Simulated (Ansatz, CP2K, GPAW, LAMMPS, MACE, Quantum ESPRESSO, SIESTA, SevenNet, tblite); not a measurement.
**Ionic liquid Pyr13+ Cl- at 400 K (112 atoms) in other programs, against a plane-wave reference**

How near do other programs and methods come to a plane-wave reference for ionic liquid Pyr13+ Cl- at 400 K (112 atoms)? A plane-wave run serves as the reference.

Main program and level: Ansatz 0.2.0; Kohn-Sham DFT, PBE, PAW, plane waves.

## 1. Set-up

The cell holds 112 atoms: 32 C, 4 N, 72 H and 4 Cl. Its edges and angles: a = 10.205 Å, b = 10.205 Å, c = 10.205 Å, α = 90.0°, β = 90.0°, γ = 90.0°. 4 Pyr13+, 4 Cl- placed at random, at 1.02 g/cm³; overlaps pushed apart, then 10 ps at 700 K with Joung-Cheatham ions (J. Phys. Chem. B 112, 9020 (2008)); MMFF94 bonds, angles, torsions, charges and radii (Halgren, J. Comput. Chem. 17, 490 (1996)) in harmonic and 12-6 forms; charges of ions scaled by 0.8. Snapshot after 30 ps at 400 K and fixed volume.

## 2. The reference run

The PAW files are the set soft_2.

Input file input.yaml:

```yaml
crystal:
  lattice:
    - [10.20511, 0.0, 0.0]
    - [0.0, 10.20511, 0.0]
    - [0.0, 0.0, 10.20511]
  atoms:
    - { symbol: C, position: [0.12325, 0.57522, 0.40317] }
    - { symbol: C, position: [0.01949, 0.60848, 0.30369] }
    - { symbol: C, position: [0.01471, 0.75656, 0.28941] }
    - { symbol: "N", position: [0.90774, 0.79978, 0.20154] }
    [... 102 atom lines left out ...]
    - { symbol: H, position: [0.03013, 0.38363, 0.73043] }
    - { symbol: H, position: [0.99541, 0.41833, 0.56714] }
    - { symbol: Cl, position: [0.40107, 0.82358, 0.21104] }
    - { symbol: Cl, position: [0.87998, 0.77546, 0.62125] }
    - { symbol: Cl, position: [0.84444, 0.30723, 0.17877] }
    - { symbol: Cl, position: [0.37334, 0.3126, 0.70476] }
kpoints:
  mp_grid: { grid: [1, 1, 1] }
hamiltonian:
  xc: pbe
scf:
  occupations: { method: fermi_dirac, width: 0.05 }
output:
  forces: true
  eigenvalues: true
  populations: true
  stress: true
```

The run is started by

```bash
ansatz run input.yaml --threads 8 --pin off --max-ram 15872MiB --backend cpu --events-out ev --progress --plain --runs-dir out
```

Standard output:

```text
[...]
Pseudopotentials: kind: paw
Pseudopotential: C, paw, valence charge 4, recommended cutoff 420 eV (normal), C.paw.azcp
Pseudopotential: N, paw, valence charge 5, recommended cutoff 420 eV (normal), N.paw.azcp
Pseudopotential: H, paw, valence charge 1, recommended cutoff 420 eV (normal), H.paw.azcp
Pseudopotential: Cl, paw, valence charge 7, recommended cutoff 420 eV (normal), Cl.paw.azcp
[... 5 lines on functional and potentials left out ...]
Crystal: 112 atoms, lattice volume = 1062.804 Å³
Basis set: ecut = 420 eV, 20719 PW (Γ), exchange–correlation on 144×144×144 points (8 copies of the dense FFT grid, shifted against one another)
Bands: 236, of which v1, the nominal top of the filled ones, is band 124 counted from 1 (123 counted from 0)
Symmetry: 1 space group operations
Space group: P1 (ITA 1), of the structure as read, at distance tolerance 1.0e-4 Å
k-points: 1
[... 9 lines on functional and potentials left out ...]
Initial density: superposition of atomic densities (neutral atoms: chi_scale 0, normalization atom), corrected by the library's trained network
Initial wavefunctions: pseudopotential atomic-orbital guess
[...]
SCF iter   1: F=—  HF=-15041.408711 eV  |F-HF|=—  |Δ(HF+E_count)|=         —  Δρ=4.40e-3  dr2=3.21e-1  ethr=1.77e-3  ⟨swp⟩=6.0  Hψ=1106  notcnv=0  defer=24
preconditioner: auto → Resta (q_TF=auto, 2.141 Å⁻¹)  ε∞=2.3  [insulator: Δε(μ)=4.187 eV  Ē_g=15.197 eV  σ=0.050 eV  W_gap=1.00  n_scr=178 (ndim 8)  ℏωp=17.6 eV  f_vac=0.166  D(μ)=0.00/eV (n_scr^D=0)  ε∞_Penn≈2.3]
[...]
SCF iter   8: F=—  HF=-15041.343182 eV  |F-HF|=—  |Δ(HF+E_count)|=   4.93e-7  Δρ=3.60e-6  dr2=1.35e-7  ethr=3.56e-10  ⟨swp⟩=2.0  Hψ=255  notcnv=0  defer=105
SCF iter   9: F=-15041.343182 eV  HF=-15041.343182 eV  |F-HF|=5.72e-9  |Δ(HF+E_count)|=   5.21e-8  Δρ=1.46e-6  dr2=2.37e-8  ethr=4.03e-11  ⟨swp⟩=14.0  Hψ=1489  notcnv=0
SCF 1 converged in 9 iterations: F = -15041.343182 eV  dr2 = 2.37e-8
[...]
SCF converged after 9 iterations
Free energy (F): -15041.343182 eV
Harris-Foulkes:  -15041.343182 eV  (|F-HF|=5.72e-9)
Internal energy: -15041.343182 eV  (E = F + TS)
E sigma→0 (E₀):  -15041.343182 eV
Fermi energy:    2.294114 eV
--- Per-component energies (eV) ---
[...]
Σ components = -15041.343182   (vs F -15041.343182, Δ=0.00e0)
--- Forces (eV/Å), atoms counted from 1 ---
  atom   1  C     -0.14012645     0.26478862     0.76365574
  atom   2  C     -0.24284261     1.76896611     1.41865038
  atom   3  C      0.06275601    -1.30732857    -0.74025247
  atom   4  N     -2.21529396     0.36427197     2.41369971
[...]
atom 112  Cl     0.07717649     0.22251915     0.01983545
  max |Σ_I F_I| component: 1.53e-5 eV/Å
--- Stress (GPa, compression-positive) ---
        1.346951       0.242645      -0.198374
        0.242644       2.576206       0.111311
       -0.198373       0.111311       2.147085
  P = ⅓ Tr σ = 2.0234 GPa (20.234 kbar)
--- Band table (eV) ---
  k-point 0: bands = ["-20.9127", "-20.7213", "-20.5703", "-20.3417", [... 220 levels ...], "11.2070", "11.2396", "11.3156", "11.3420", "11.4197", "11.5237", "11.5286", "11.5981", "11.6379", "11.7249", "11.7931", "11.8525"]
--- Löwdin populations: 112 sites ---
  site symbol       q [e]
     0      C      4.4493
     1      C      4.2581
     2      C      4.1953
[...]
111     Cl      7.7866
  spilling = 0.011967 (of n_electrons = 248.000000)
```

The job ended after 4.2 s (8 threads of Arm Neoverse V2, shared host; peak memory 1.1 GiB).

Reading the cycles: dr2 is the Hartree energy of the density residual (eV), the measure of convergence; HF is the Harris–Foulkes estimate of the energy, which meets the free energy F at convergence.

Read from the output:

```
free energy                                      : -15041.3432 eV
free energy per atom                             : -134.2977 eV/atom
SCF cycles                                       : 9
pressure                                         : 2.023 GPa
r.m.s. force component                           : 0.9427 eV/Å
longest force                                    : 3.394 eV/Å
Fermi energy                                     : 2.294 eV
gap (highest filled to lowest empty level) : 4.007 eV
spilling of the projection                       : 0.01197
```

Length of the force by element and coordination:

```
element  coordination  atoms  mean length of the force (eV/Å)  spread  least   most
      C           all     32                             2.16   0.704  0.820   3.39
     Cl           all      4                            0.165  0.0464  0.119  0.236
      H           all     72                             1.07   0.559  0.213   2.47
      N           all      4                             2.59   0.587   1.71   3.30
```

Löwdin charges by element and coordination (they lack the spilled electrons, 0.026 e an atom on average):

```
element  coordination  atoms  mean charge (e)  spread   least    most
      C           all     32           -0.268  0.0948  -0.473  -0.146
     Cl           all      4           -0.799  0.0121  -0.818  -0.787
      H           all     72            0.198  0.0199   0.150   0.239
      N           all      4            0.121  0.0049   0.114   0.125
```

The levels nearest the highest filled one (over half full), pooled over k-points and spins:

```
level less the highest filled one (eV)  occupation
                                -0.117           2
                                -0.102           2
                                -0.079           2
                               -0.0647           2
                               -0.0291           2
                                     0           2
                                  4.01           0
                                  4.43           0
                                  4.61           0
                                  4.69           0
                                  4.74           0
                                  4.80           0
```

The run ends at a pressure of 2.02 GPa, with forces up to 3.4 eV/Å.

## 3. Local order

Density 1.02 g/cm³, 9.489 Å³ an atom.

g(r), total and by pair (bins of 0.2 Å):

```
r (Å)  total   H-H   H-C  H-Cl   H-N   C-C  C-Cl
 1.00   2.43  0.00  6.60  0.00  0.00  0.00  0.00
 1.20   1.62  0.00  4.42  0.00  0.00  0.00  0.00
 1.40   0.47  0.00  0.00  0.00  0.00  3.04  0.00
 1.60   0.72  0.30  0.00  0.00  0.00  4.15  0.00
 1.80   0.86  2.08  0.00  0.00  0.00  0.00  0.00
 2.00   0.51  0.41  0.44  0.00  3.88  0.00  0.00
 2.20   1.82  1.03  2.76  0.00  7.86  0.16  0.00
 2.40   1.39  1.87  0.57  0.00  0.24  3.54  0.00
 2.60   1.15  1.23  1.29  0.21  0.42  1.27  0.00
 2.80   1.04  0.95  1.36  1.53  1.51  0.10  0.00
 3.00   0.86  1.00  0.86  1.45  0.66  0.45  0.00
 3.20   0.81  0.67  0.91  2.33  0.71  0.74  0.00
 3.40   0.91  0.82  1.19  1.40  0.92  0.29  0.27
 3.60   0.83  1.06  0.67  1.23  0.00  0.51  2.03
 3.80   0.87  1.09  0.55  0.91  0.30  1.43  1.61
 4.00   0.97  0.87  1.10  1.01  1.02  0.52  3.33
 4.20   0.97  1.02  0.92  1.49  0.74  0.69  2.64
 4.40   0.99  0.98  1.03  1.67  0.54  0.90  1.38
 4.60   0.93  0.96  0.84  1.19  1.04  0.92  1.88
 4.80   0.98  1.05  0.90  1.27  1.28  0.57  0.71
 5.00   0.94  0.87  0.95  1.06  0.47  1.26  1.85
```

Bonds by pair of elements; cutoffs follow the first minimum of g(r), held within bounds set by covalent radii, and pairs that aren't listed don't count as bonded:

```
pair A-B  cutoff (Å)  bonds  mean length (Å)  spread (Å)  shortest (Å)  B about A  A about B
     H-C        1.34     72             1.09       0.033          1.03          1       2.25
     C-C        1.85     20             1.52       0.033          1.46       1.25       1.25
     C-N        1.79     16             1.51        0.04          1.44        0.5          4
```

How many atoms have how many bonded neighbours:

```
element  mean  0   1   4
      C     4  0   0  32
     Cl     0  4   0   0
      H     1  0  72   0
      N     4  0   0   4
```

Rings of the network by King's shortest-path rule, up to 12 atoms, one path for each pair of neighbours; H, halogens, alkali and alkaline-earth atoms are left out:

```
ring size (atoms)  rings  per network atom
                5      4             0.111
```

## 4. The ladder

The programs:
- CP2K 2026.2: Gaussian basis with GTH pseudopotentials and a plane-wave density; labels give functional, basis (MOLOPT sets; SR short-range, UZH the newer set with its own potentials), grid cutoff/relative cutoff and solver (OT: orbital transformation; TRS4, TC2, SIGN: linear-scaling purification with its sparsity filter), or its built-in tight binding.
- GPAW 26.7.0: PAW with atomic orbitals (LCAO), plane waves or a real-space grid of spacing h.
- MACE: machine-learned potential, published weights.
- Quantum ESPRESSO 7.5: plane waves; labels (QE) give functional, pseudopotential set and cutoffs of waves/density.
- SIESTA 5.4.2: numerical atomic orbitals, whose automatically made sets are far from complete, with PseudoDojo norm-conserving potentials that we converted to its format (checked against plane waves on the same files for H, C, O, Si, Ge and Ca alone); labels give functional, basis size, energy shift and mesh cutoff.
- SevenNet: machine-learned potential, published weights.
- tblite 0.8.0: extended tight binding, driven from Python.

All use the same cell and atoms; the electronic-structure runs use the same k-mesh, and an electronic temperature of 580 K (0.05 eV) where levels are smeared.

(Continued in part 2 of 2.)

[Long decimals in the printed logs are rounded to 6 places.]

[Also dropped from logs without a mark: lines with file paths, logging warnings of Python, QE's lines on negative density and diagonalisation, SIESTA's first energy breakdown, zero terms and Voronoi charges.]

[Logs are printed without paths, hosts, clocks, repeated set-up lines and the standing remarks that a program may print on its own settings, such as how far it seeks lower states.]

[Hosts, paths, dates, database ids (printed as entryN), source tags and the programs' standing remarks are cut or masked in the printed files.]

[Not all failed runs are listed: runs killed by the host, ended in a Python traceback or in CONQUEST's support-function errors, and SIESTA runs with faulty potentials for Cu, Fe, Ni or Zn are left out.]

[The MMFF94 radii named for the starting cell were scaled by 0.96; in molecules described by MMFF94, hydrogen bound to N, O or S took a small fixed 12-6 site in their place.]
